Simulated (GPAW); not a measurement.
Consider Sc3PbC (Pm-3m).

```cif
data_structure
_symmetry_space_group_name_H-M 'P 1'
_symmetry_Int_Tables_number 1
_cell_length_a 4.5541
_cell_length_b 4.5541
_cell_length_c 4.5541
_cell_angle_alpha 90.000
_cell_angle_beta 90.000
_cell_angle_gamma 90.000
_cell_volume 94.45
loop_
_atom_site_label
_atom_site_type_symbol
_atom_site_fract_x
_atom_site_fract_y
_atom_site_fract_z
_atom_site_occupancy
Pb1 Pb 0.00000 0.00000 0.00000 1
Sc2 Sc 0.50000 0.00000 0.50000 1
Sc3 Sc 0.50000 0.50000 0.00000 1
Sc4 Sc 0.00000 0.50000 0.50000 1
C5 C 0.50000 0.50000 0.50000 1
```

Absorber: atom 2, with 2 C at 2.28 Å (linear, site symmetry 4/mmm). Method: GPAW, LDA, excited-electron core hole (neutral cell), 10-atom cell with 6.4 Å between holes, 5×5×5 k points, dipole transitions, Gaussian full width 0.9 eV up to 4 eV, rising linearly to 3.5 eV at 25 eV, without spin-orbit coupling.

**Question.** Predict the near-edge structure at the Sc K edge.

Main maxima up to 30 eV above the zero (height): 1.2 eV (0.59), 3.9 eV (0.39), 7.5 eV (1.41), 10.2 eV (1.48), 14.1 eV (1.44), 21.1 eV (1.25) and 28.3 eV (1.77). A K edge sees empty p states, which here mix into the lowest empty bands, so that weight starts at the zero. The total-energy difference is 4493.60 eV. One term is added: -21.68 eV, since the hole is spin-paired here and a spin-polarised one costs that much less in the free atom (computed apart). The photon energy is then 4471.92 eV. The tabulated edge of the element is 4492 eV. The functional leaves an error in such absolute values: in the free atom LDA prices this hole 12.5 eV below PBE (computed apart), and PBE is itself good to a few eV.

The Sc K spectrum (energy from the lowest empty level; intensity scaled to a mean of 1 over the first 20 eV):

```tsv
E (eV)	intensity
-2.0	0.00
-1.5	0.00
-1.0	0.00
-0.5	0.03
0.0	0.15
0.5	0.36
1.0	0.57
1.5	0.56
2.0	0.49
2.5	0.41
3.0	0.26
3.5	0.33
4.0	0.38
4.5	0.34
5.0	0.44
5.5	0.54
6.0	0.69
6.5	1.02
7.0	1.33
7.5	1.41
8.0	1.35
8.5	1.26
9.0	1.26
9.5	1.37
10.0	1.47
10.5	1.44
11.0	1.29
11.5	1.15
12.0	1.10
12.5	1.15
13.0	1.27
13.5	1.39
14.0	1.44
14.5	1.42
15.0	1.36
15.5	1.30
16.0	1.26
16.5	1.23
17.0	1.19
17.5	1.14
18.0	1.09
18.5	1.05
19.0	1.06
19.5	1.11
20.0	1.17
20.5	1.22
21.0	1.24
21.5	1.24
22.0	1.22
22.5	1.20
23.0	1.19
23.5	1.20
24.0	1.23
24.5	1.29
25.0	1.37
25.5	1.47
26.0	1.56
26.5	1.64
27.0	1.70
27.5	1.74
28.0	1.77
28.5	1.77
29.0	1.75
29.5	1.72
30.0	1.67
30.5	1.61
31.0	1.54
31.5	1.47
32.0	1.41
```

Quadrupole 1s→3d transitions, which feed the pre-edge, are not in the dipole spectrum. The holes are only 6.4 Å apart, so the shape is probably not converged with cell size; no larger cell was run here. The mesh is coarse (0.28 Å⁻¹ between points), so small maxima may be mesh ripples. Lifetime broadening is put in by hand, and intensities beyond about 20 eV depend on it and on the partial waves. The structure is a computed Materials Project entry and may be a hypothetical form.

[Banner, clock and machine lines of the logs are left out without a mark of their own.]

[Logs are printed without paths, hosts, clocks, repeated set-up lines and the standing remarks that a program may print on its own settings, such as how far it seeks lower states.]

[Hosts, paths, dates, database ids (printed as entryN), source tags and the programs' standing remarks are cut or masked in the printed files.]

[Lists of maxima count a maximum above −3 eV only where it reaches 4 % of the highest in the window and stands out from its surroundings by 2 % of it (1.5 % where it reaches 55 %); shoulders and weaker maxima are passed over, and of the rest the first, up to two pre-edge ones and the few strongest are named.]
